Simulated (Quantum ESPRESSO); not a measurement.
# O on top sites of RuAl(110): a series in the coverage, part 6 of 10

Wanted: a table for O on top sites of RuAl(110) against the coverage, and what can be fitted to it.

Quantum ESPRESSO 7.5; plane-wave DFT, PBE, GBRV ultrasoft pseudopotentials.

So far. Step 6 (Ground state, 0 ML): The vacuum levels are read from the outermost 0.7 Å of the cell on either side. Step 6 (Ground state, 0 ML): Inside the slab this potential holds the local part of the pseudopotentials, which can be repulsive at the nuclei; only its value in the vacuum has a meaning of its own.

The structure was built from a prototype and need not be the compound's stable phase.

## (7) Relaxing the ions, 0.1667 ML

System of this step: RuAl(110), 3 layers, 6 sites a cell, 1 O on top sites. The cell holds 37 atoms: 18 Ru, 18 Al and 1 O. Its edges and angles: a = 9.012 Å, b = 8.494 Å, c = 20.437 Å, α = 90.0°, β = 90.0°, γ = 90.0°. It derives from RuAl. Vacuum lies along c.

File m1.relax.in:

```
&control
  prefix = 'm1.relax'
  outdir = './out'
  pseudo_dir = './pseudo'
  nstep = 70
  forc_conv_thr = 0.0015
  calculation = 'relax'
/
&system
  ibrav = 0
  nat = 37
  ntyp = 3
  ecutwfc = 40
  ecutrho = 200
  occupations = 'smearing'
  smearing = 'mv'
  degauss = 0.02
/
&electrons
  conv_thr = 1e-07
  mixing_beta = 0.3
  electron_maxstep = 120
  mixing_mode = 'local-TF'
/
&ions
/
ATOMIC_SPECIES
  Ru  101.0700  ru_pbe_v1.2.uspp.F.UPF
  Al  26.9815  al_pbe_v1.uspp.F.UPF
  O   15.9990  o_pbe_v1.2.uspp.F.UPF
CELL_PARAMETERS angstrom
  9.01194874200000 0.00000000000000 0.00000000000000
  0.00000000000000 8.49361459400000 0.00000000000000
  0.00000000000000 0.00000000000000 20.43660440676306
ATOMIC_POSITIONS crystal
  Ru  0.000000000000 0.000000000000 0.344005725154 0 0 0
  Ru  0.000000000000 0.500000000000 0.344005725154 0 0 0
  Ru  0.333333333300 0.000000000000 0.344005725154 0 0 0
  Ru  0.333333333300 0.500000000000 0.344005725154 0 0 0
  Ru  0.666666666700 0.000000000000 0.344005725154 0 0 0
  Ru  0.666666666700 0.500000000000 0.344005725154 0 0 0
  Al  0.166666666700 0.250000000000 0.344005725154 0 0 0
  Al  0.166666666700 0.750000000000 0.344005725154 0 0 0
  Al  0.500000000000 0.250000000000 0.344005725154 0 0 0
  Al  0.500000000000 0.750000000000 0.344005725154 0 0 0
  Al  0.833333333300 0.250000000000 0.344005725154 0 0 0
  Al  0.833333333300 0.750000000000 0.344005725154 0 0 0
  Ru  0.000000000000 0.250000000000 0.447907704477 0 0 0
  Ru  0.000000000000 0.750000000000 0.447907704477 0 0 0
  Ru  0.333333333300 0.250000000000 0.447907704477 0 0 0
  Ru  0.333333333300 0.750000000000 0.447907704477 0 0 0
  Ru  0.666666666700 0.250000000000 0.447907704477 0 0 0
  Ru  0.666666666700 0.750000000000 0.447907704477 0 0 0
  Al  0.166666666700 0.000000000000 0.447907704477 0 0 0
  Al  0.166666666700 0.500000000000 0.447907704477 0 0 0
  Al  0.500000000000 0.000000000000 0.447907704477 0 0 0
  Al  0.500000000000 0.500000000000 0.447907704477 0 0 0
  Al  0.833333333300 0.000000000000 0.447907704477 0 0 0
  Al  0.833333333300 0.500000000000 0.447907704477 0 0 0
  Ru  0.000000000000 0.000000000000 0.551809683800
  Ru  0.000000000000 0.500000000000 0.551809683800
  Ru  0.333333333300 0.000000000000 0.551809683800
  Ru  0.333333333300 0.500000000000 0.551809683800
  Ru  0.666666666700 0.000000000000 0.551809683800
  Ru  0.666666666700 0.500000000000 0.551809683800
  Al  0.166666666700 0.250000000000 0.551809683800
  Al  0.166666666700 0.750000000000 0.551809683800
  Al  0.500000000000 0.250000000000 0.551809683800
  Al  0.500000000000 0.750000000000 0.551809683800
  Al  0.833333333300 0.250000000000 0.551809683800
  Al  0.833333333300 0.750000000000 0.551809683800
  O   0.000000000000 0.000000000000 0.655994274846
K_POINTS automatic
  3 3 1 0 0 0
```

Command:

```console
> OMP_NUM_THREADS=1 mpirun -n 16 pw.x -nk 1 -in m1.relax.in > m1.relax.out
```

The log of the run:

```text
[banner, memory and clock lines left out]
Program PWSCF v.7.5 starts
[...]
Message from routine setup:
[...]
number of electrons       =       348.00
     number of Kohn-Sham states=          209
     kinetic-energy cutoff     =      40.0000  Ry
     charge density cutoff     =     200.0000  Ry
[...]
number of k points=     4  Marzari-Vanderbilt smearing, width (Ry)=  0.0200
[...]
Dense  grid:   504277 G-vectors     FFT dimensions: (  80,  75, 180)
[...]
negative rho (up, down):  1.385E+00 0.000E+00
     Starting wfcs are  310 randomized atomic wfcs
[...]
negative rho (up, down):  1.344E+00 0.000E+00
[...]
estimated scf accuracy    <      54.81624827 Ry
[...]
negative rho (up, down):  1.312E+00 0.000E+00
[...]
estimated scf accuracy    <      20.08356365 Ry
[...]
negative rho (up, down):  1.317E+00 0.000E+00
[...]
estimated scf accuracy    <       1.24428928 Ry
[...]
negative rho (up, down):  1.318E+00 0.000E+00
[...]
estimated scf accuracy    <       1.58656703 Ry
[...]
negative rho (up, down):  1.326E+00 0.000E+00
[...]
estimated scf accuracy    <       0.56844380 Ry
[...]
negative rho (up, down):  1.348E+00 0.000E+00
[...]
estimated scf accuracy    <       0.29630201 Ry
[...]
negative rho (up, down):  1.347E+00 0.000E+00
[...]
estimated scf accuracy    <       0.03865078 Ry
[...]
negative rho (up, down):  1.349E+00 0.000E+00
[...]
estimated scf accuracy    <       0.01594978 Ry
[...]
negative rho (up, down):  1.351E+00 0.000E+00
[...]
estimated scf accuracy    <       0.02413707 Ry
[...]
negative rho (up, down):  1.352E+00 0.000E+00
[...]
estimated scf accuracy    <       0.00859632 Ry
[...]
negative rho (up, down):  1.348E+00 0.000E+00
[...]
estimated scf accuracy    <       0.00375186 Ry
[...]
negative rho (up, down):  1.348E+00 0.000E+00
[...]
estimated scf accuracy    <       0.00268899 Ry
[...]
negative rho (up, down):  1.346E+00 0.000E+00
[...]
estimated scf accuracy    <       0.00145030 Ry
[...]
negative rho (up, down):  1.345E+00 0.000E+00
[...]
estimated scf accuracy    <       0.00052715 Ry
[...]
negative rho (up, down):  1.347E+00 0.000E+00
[...]
estimated scf accuracy    <       0.00033784 Ry
[...]
negative rho (up, down):  1.349E+00 0.000E+00
[...]
estimated scf accuracy    <       0.00017045 Ry
[...]
negative rho (up, down):  1.349E+00 0.000E+00
[...]
estimated scf accuracy    <       0.00003076 Ry
[...]
negative rho (up, down):  1.348E+00 0.000E+00
[...]
estimated scf accuracy    <       0.00001331 Ry
[...]
negative rho (up, down):  1.348E+00 0.000E+00
[...]
estimated scf accuracy    <       0.00000368 Ry
[...]
negative rho (up, down):  1.348E+00 0.000E+00
[...]
estimated scf accuracy    <       0.00000175 Ry
[...]
negative rho (up, down):  1.348E+00 0.000E+00
[...]
estimated scf accuracy    <       0.00000075 Ry
[...]
negative rho (up, down):  1.348E+00 0.000E+00
[...]
estimated scf accuracy    <       0.00000043 Ry
[...]
negative rho (up, down):  1.348E+00 0.000E+00
[...]
estimated scf accuracy    <       0.00000011 Ry
[...]
negative rho (up, down):  1.348E+00 0.000E+00
[...]
the Fermi energy is     1.6471 ev
!    total energy              =   -3649.65505554 Ry
     estimated scf accuracy    <       0.00000005 Ry
     smearing contrib. (-TS)   =       0.02098058 Ry
     internal energy E=F+TS    =   -3649.67603612 Ry
[...]
one-electron contribution =  -18306.31897565 Ry
     hartree contribution      =    9165.03729782 Ry
     xc contribution           =    -551.74505399 Ry
     ewald contribution        =    6043.35069571 Ry
     convergence has been achieved in  24 iterations
     negative rho (up, down):  1.348E+00 0.000E+00
[...]
Total force =     0.253987     Total SCF correction =     0.000638
[...]
negative rho (up, down):  1.349E+00 0.000E+00
[...]
negative rho (up, down):  1.349E+00 0.000E+00
[...]
estimated scf accuracy    <       0.10548791 Ry
[...]
negative rho (up, down):  1.349E+00 0.000E+00
[...]
estimated scf accuracy    <       0.00912534 Ry
[...]
negative rho (up, down):  1.349E+00 0.000E+00
[...]
estimated scf accuracy    <       0.00570207 Ry
[...]
negative rho (up, down):  1.349E+00 0.000E+00
[...]
estimated scf accuracy    <       0.00153547 Ry
[...]
negative rho (up, down):  1.349E+00 0.000E+00
[...]
estimated scf accuracy    <       0.00021579 Ry
[...]
negative rho (up, down):  1.349E+00 0.000E+00
[...]
estimated scf accuracy    <       0.00009195 Ry
[...]
negative rho (up, down):  1.349E+00 0.000E+00
[...]
estimated scf accuracy    <       0.00003905 Ry
[...]
negative rho (up, down):  1.349E+00 0.000E+00
[...]
estimated scf accuracy    <       0.00000914 Ry
[...]
negative rho (up, down):  1.349E+00 0.000E+00
[...]
estimated scf accuracy    <       0.00000470 Ry
[...]
negative rho (up, down):  1.349E+00 0.000E+00
[...]
estimated scf accuracy    <       0.00000200 Ry
[...]
negative rho (up, down):  1.349E+00 0.000E+00
[...]
estimated scf accuracy    <       0.00000071 Ry
[...]
negative rho (up, down):  1.349E+00 0.000E+00
[...]
estimated scf accuracy    <       0.00000033 Ry
[...]
negative rho (up, down):  1.349E+00 0.000E+00
[...]
the Fermi energy is     1.7080 ev
!    total energy              =   -3649.71767634 Ry
     estimated scf accuracy    <       0.00000008 Ry
     smearing contrib. (-TS)   =       0.02147315 Ry
     internal energy E=F+TS    =   -3649.73914950 Ry
[...]
one-electron contribution =  -18305.92091029 Ry
     hartree contribution      =    9165.28060951 Ry
     xc contribution           =    -551.80436718 Ry
     ewald contribution        =    6042.70551847 Ry
     convergence has been achieved in  13 iterations
     negative rho (up, down):  1.349E+00 0.000E+00
[...]
Total force =     0.226673     Total SCF correction =     0.000523
[...]
WARNING: bfgs curvature condition failed, Theta= 0.897
[...]
negative rho (up, down):  1.351E+00 0.000E+00
[...]
negative rho (up, down):  1.351E+00 0.000E+00
[...]
estimated scf accuracy    <       0.14382358 Ry
[...]
negative rho (up, down):  1.352E+00 0.000E+00
[...]
estimated scf accuracy    <       0.01586009 Ry
[...]
negative rho (up, down):  1.352E+00 0.000E+00
[...]
estimated scf accuracy    <       0.00728064 Ry
[...]
negative rho (up, down):  1.352E+00 0.000E+00
[...]
estimated scf accuracy    <       0.00255426 Ry
[...]
negative rho (up, down):  1.352E+00 0.000E+00
[...]
estimated scf accuracy    <       0.00022000 Ry
[...]
negative rho (up, down):  1.352E+00 0.000E+00
[...]
estimated scf accuracy    <       0.00013713 Ry
[...]
negative rho (up, down):  1.352E+00 0.000E+00
[...]
estimated scf accuracy    <       0.00003593 Ry
[...]
negative rho (up, down):  1.352E+00 0.000E+00
[...]
estimated scf accuracy    <       0.00000863 Ry
[...]
negative rho (up, down):  1.352E+00 0.000E+00
[...]
estimated scf accuracy    <       0.00000438 Ry
[...]
negative rho (up, down):  1.352E+00 0.000E+00
[...]
estimated scf accuracy    <       0.00000177 Ry
[...]
negative rho (up, down):  1.352E+00 0.000E+00
[...]
estimated scf accuracy    <       0.00000074 Ry
[...]
negative rho (up, down):  1.352E+00 0.000E+00
[...]
estimated scf accuracy    <       0.00000022 Ry
[...]
negative rho (up, down):  1.353E+00 0.000E+00
[...]
estimated scf accuracy    <       0.00000010 Ry
[...]
negative rho (up, down):  1.353E+00 0.000E+00
[...]
the Fermi energy is     1.7882 ev
!    total energy              =   -3649.76060818 Ry
     estimated scf accuracy    <       0.00000002 Ry
     smearing contrib. (-TS)   =       0.02186865 Ry
     internal energy E=F+TS    =   -3649.78247683 Ry
[...]
one-electron contribution =  -18306.18296258 Ry
     hartree contribution      =    9165.88411269 Ry
     xc contribution           =    -551.92026533 Ry
     ewald contribution        =    6042.43663839 Ry
     convergence has been achieved in  14 iterations
     negative rho (up, down):  1.353E+00 0.000E+00
[...]
Total force =     0.055999     Total SCF correction =     0.000265
[...]
negative rho (up, down):  1.353E+00 0.000E+00
[...]
negative rho (up, down):  1.354E+00 0.000E+00
[...]
estimated scf accuracy    <       0.02014193 Ry
[...]
negative rho (up, down):  1.354E+00 0.000E+00
[...]
estimated scf accuracy    <       0.00138582 Ry
[...]
negative rho (up, down):  1.354E+00 0.000E+00
[...]
estimated scf accuracy    <       0.00078038 Ry
[...]
negative rho (up, down):  1.354E+00 0.000E+00
[...]
estimated scf accuracy    <       0.00024163 Ry
[...]
negative rho (up, down):  1.354E+00 0.000E+00
[...]
estimated scf accuracy    <       0.00002726 Ry
[...]
negative rho (up, down):  1.354E+00 0.000E+00
[...]
estimated scf accuracy    <       0.00000862 Ry
[...]
negative rho (up, down):  1.354E+00 0.000E+00
[...]
estimated scf accuracy    <       0.00000563 Ry
[...]
negative rho (up, down):  1.354E+00 0.000E+00
[...]
estimated scf accuracy    <       0.00000125 Ry
[...]
negative rho (up, down):  1.354E+00 0.000E+00
[...]
estimated scf accuracy    <       0.00000080 Ry
[...]
negative rho (up, down):  1.354E+00 0.000E+00
[...]
estimated scf accuracy    <       0.00000019 Ry
[...]
negative rho (up, down):  1.354E+00 0.000E+00
[...]
estimated scf accuracy    <       0.00000006 Ry
[...]
negative rho (up, down):  1.354E+00 0.000E+00
[...]
estimated scf accuracy    <       0.00000004 Ry
[...]
negative rho (up, down):  1.354E+00 0.000E+00
[...]
the Fermi energy is     1.8060 ev
!    total energy              =   -3649.76260317 Ry
     estimated scf accuracy    <          4.9E-09 Ry
     smearing contrib. (-TS)   =       0.02192520 Ry
     internal energy E=F+TS    =   -3649.78452837 Ry
[...]
one-electron contribution =  -18312.95060038 Ry
     hartree contribution      =    9169.33935748 Ry
     xc contribution           =    -551.97370139 Ry
     ewald contribution        =    6045.80041592 Ry
     convergence has been achieved in  13 iterations
     negative rho (up, down):  1.354E+00 0.000E+00
[...]
Total force =     0.065139     Total SCF correction =     0.000083
[...]
negative rho (up, down):  1.354E+00 0.000E+00
[...]
negative rho (up, down):  1.354E+00 0.000E+00
[...]
estimated scf accuracy    <       0.00678837 Ry
[...]
negative rho (up, down):  1.354E+00 0.000E+00
[...]
estimated scf accuracy    <       0.00081242 Ry
[...]
negative rho (up, down):  1.354E+00 0.000E+00
[...]
estimated scf accuracy    <       0.00057069 Ry
[...]
negative rho (up, down):  1.354E+00 0.000E+00
[...]
estimated scf accuracy    <       0.00008468 Ry
[...]
negative rho (up, down):  1.354E+00 0.000E+00
[...]
estimated scf accuracy    <       0.00000644 Ry
[...]
negative rho (up, down):  1.354E+00 0.000E+00
[...]
estimated scf accuracy    <       0.00000253 Ry
[...]
negative rho (up, down):  1.355E+00 0.000E+00
[...]
estimated scf accuracy    <       0.00000095 Ry
[...]
negative rho (up, down):  1.355E+00 0.000E+00
[...]
estimated scf accuracy    <       0.00000034 Ry
[...]
negative rho (up, down):  1.355E+00 0.000E+00
[...]
estimated scf accuracy    <       0.00000019 Ry
[...]
negative rho (up, down):  1.355E+00 0.000E+00
[...]
estimated scf accuracy    <       0.00000005 Ry
[...]
negative rho (up, down):  1.355E+00 0.000E+00
[...]
estimated scf accuracy    <       0.00000002 Ry
[...]
negative rho (up, down):  1.355E+00 0.000E+00
[...]
negative rho (up, down):  1.359E+00 0.000E+00
[...]
estimated scf accuracy    <       0.00294989 Ry
[...]
negative rho (up, down):  1.359E+00 0.000E+00
[...]
estimated scf accuracy    <       0.00031091 Ry
[...]
negative rho (up, down):  1.359E+00 0.000E+00
[...]
estimated scf accuracy    <       0.00020169 Ry
[...]
negative rho (up, down):  1.360E+00 0.000E+00
[...]
estimated scf accuracy    <       0.00005750 Ry
[...]
negative rho (up, down):  1.360E+00 0.000E+00
[...]
estimated scf accuracy    <       0.00000398 Ry
[...]
negative rho (up, down):  1.359E+00 0.000E+00
[...]
estimated scf accuracy    <       0.00000216 Ry
[...]
negative rho (up, down):  1.359E+00 0.000E+00
[...]
estimated scf accuracy    <       0.00000065 Ry
[...]
negative rho (up, down):  1.359E+00 0.000E+00
[...]
estimated scf accuracy    <       0.00000025 Ry
[...]
negative rho (up, down):  1.359E+00 0.000E+00
[...]
estimated scf accuracy    <       0.00000010 Ry
[...]
negative rho (up, down):  1.359E+00 0.000E+00
[...]
estimated scf accuracy    <       0.00000003 Ry
[...]
negative rho (up, down):  1.359E+00 0.000E+00
[...]
estimated scf accuracy    <       0.00000001 Ry
[...]
negative rho (up, down):  1.359E+00 0.000E+00
[...]
estimated scf accuracy    <          7.0E-09 Ry
[...]
negative rho (up, down):  1.359E+00 0.000E+00
[...]
the Fermi energy is     1.7795 ev
!    total energy              =   -3649.77045657 Ry
     estimated scf accuracy    <          2.1E-09 Ry
     smearing contrib. (-TS)   =       0.02195453 Ry
     internal energy E=F+TS    =   -3649.79241110 Ry
[...]
one-electron contribution =  -18291.18498078 Ry
     hartree contribution      =    9158.16021705 Ry
     xc contribution           =    -552.05180796 Ry
     ewald contribution        =    6035.28416060 Ry
     convergence has been achieved in  13 iterations
     negative rho (up, down):  1.359E+00 0.000E+00
[...]
Total force =     0.007029     Total SCF correction =     0.000131
[...]
negative rho (up, down):  1.358E+00 0.000E+00
[...]
```

Elapsed: 46 min, on 16 MPI ranks of Arm Neoverse V1, shared host; peak memory 4.4 GiB.

Step by step:

```tsv
step	energy less that of the first step (eV)	largest force (eV/Å)
1	0.0000	4.9139
2	-0.8520	4.4291
3	-1.4361	1.0504
4	-1.4633	1.3752
5	-1.4998	0.8566
6	-1.5287	0.5843
7	-1.5496	0.2310
8	-1.5544	0.2025
9	-1.5588	0.2197
10	-1.5639	0.1932
11	-1.5687	0.1002
12	-1.5701	0.0706
13	-1.5713	0.0774
14	-1.5721	0.0769
15	-1.5726	0.0397
16	-1.5728	0.0254
```

The atoms that moved most (Å):

```tsv
atom	dx	dy	dz	length
Ru25	0.000	0.000	0.392	0.392
Al36	-0.007	-0.014	-0.057	0.059
Al35	-0.007	0.014	-0.057	0.059
Al32	0.007	-0.014	-0.057	0.059
Al31	0.007	0.014	-0.057	0.059
Ru29	0.001	0.000	-0.048	0.048
Ru27	-0.001	0.000	-0.048	0.048
Ru28	-0.007	0.000	-0.041	0.042
```

The relaxation lowers the energy by 43 meV an atom. On the free atoms the largest force ends at 0.025 eV/Å.

Read from the output:

| Property | Result |
| --- | --- |
| free energy | -49657.6595 eV |
| Fermi energy | 1.779 eV |

(Part 6 of 10 ends here.)

[Logs are printed without paths, hosts, clocks, repeated set-up lines and the standing remarks that a program may print on its own settings, such as how far it seeks lower states.]

[Hosts, paths, dates, database ids (printed as entryN), source tags and the programs' standing remarks are cut or masked in the printed files.]

[Maps of the electrostatic potential energy from Ansatz leave out the sawtooth potential of an applied field or a dipole correction, so their vacuum need not be flat; planar profiles and work functions include it.]
